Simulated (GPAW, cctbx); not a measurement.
# By hand: from a DFT structure factor to an extinction distance in ZrFeAu

ZrFeAu, I4/mmm (no. 139), a = 3.9874 Å, b = 3.9874 Å, c = 13.4291 Å, α = 90.00°, β = 90.00°, γ = 90.00°.

| atom | mult. | x | y | z |
| --- | --- | --- | --- | --- |
| Au1 | 4 | 0 | 0 | 0.1318 |
| Zr1 | 4 | 0 | 0 | 0.3430 |
| Fe1 | 4 | 0 | 1/2 | 0 |

The cell comes from substitution in a known structure type and wasn't matched to any measured phase.

A DFT run (GPAW, PBE, 450 eV, 6×6×6 k-points, Fermi–Dirac width 0.1 eV, spin-polarised) gives the static X-ray structure factor of 002 as 13.756 e for the conventional cell; superposed free atoms give 13.251 e. **Problem.** Find the Fourier component V of the crystal potential and the two-beam extinction distance at 120 kV in both cases.

## 1. Geometry

The cell volume is Ω = 213.51 Å³ and d(002) = 6.7146 Å, so g = 1/d = 0.1489 Å⁻¹.

## 2. The nuclei

Electrons feel nuclei as well as electrons, so the nuclear charges are summed with the same phases.

Phase sums Σ exp(2πi h·x), turned so that the total is real and positive: Au -0.340, Zr -1.566, Fe +4.000. Then F_Z = 79 × (-0.340) + 40 × (-1.566) + 26 × (+4.000) = 14.50 e. The electron term has the same sign for this reflection.

## 3. Mott–Bethe

Poisson's equation, term by term, gives V = (e/4πε₀)(F_Z − F)/(πΩg²), with e/4πε₀ = 14.3996 V Å.

The prefactor is 14.3996 × 6.7146²/(π × 213.51) = 0.96786 V per electron. Free atoms: (14.50 − 13.251) × 0.96786 = 1.214 V. Crystal: (14.50 − 13.756) × 0.96786 = 0.725 V. F changes by +3.81 % and V by -40.3 %: the same 0.51 e is measured against F_Z − F = 1.3 e in place of F = 13.3 e.

## 4. Extinction distance

In the two-beam case ξ = 1/(λU) with U = 2γm₀eV/h², that is ξ = 150.41 V Å²/(γλV).

At 120 kV, λ = 0.03349 Å and γ = 1.2348. Free atoms: ξ = 2997 Å. Crystal: ξ = 5018 Å. The thickness fringes go as sin²(πt/ξ), so the two patterns slip by a quarter of a period when t|1/ξ₁ − 1/ξ₀| = 1/4, at t ≈ 186 nm. Thermal motion, absorption and many-beam coupling, left out here, change a real pattern.

## 5. Answer

V(002) is 0.72 V against 1.21 V, and ξ is 5018 against 2997 Å. Limits: static atoms, two beams; a ferromagnetic start is the only order tried, and the real ground state may be antiferromagnetic or insulating.
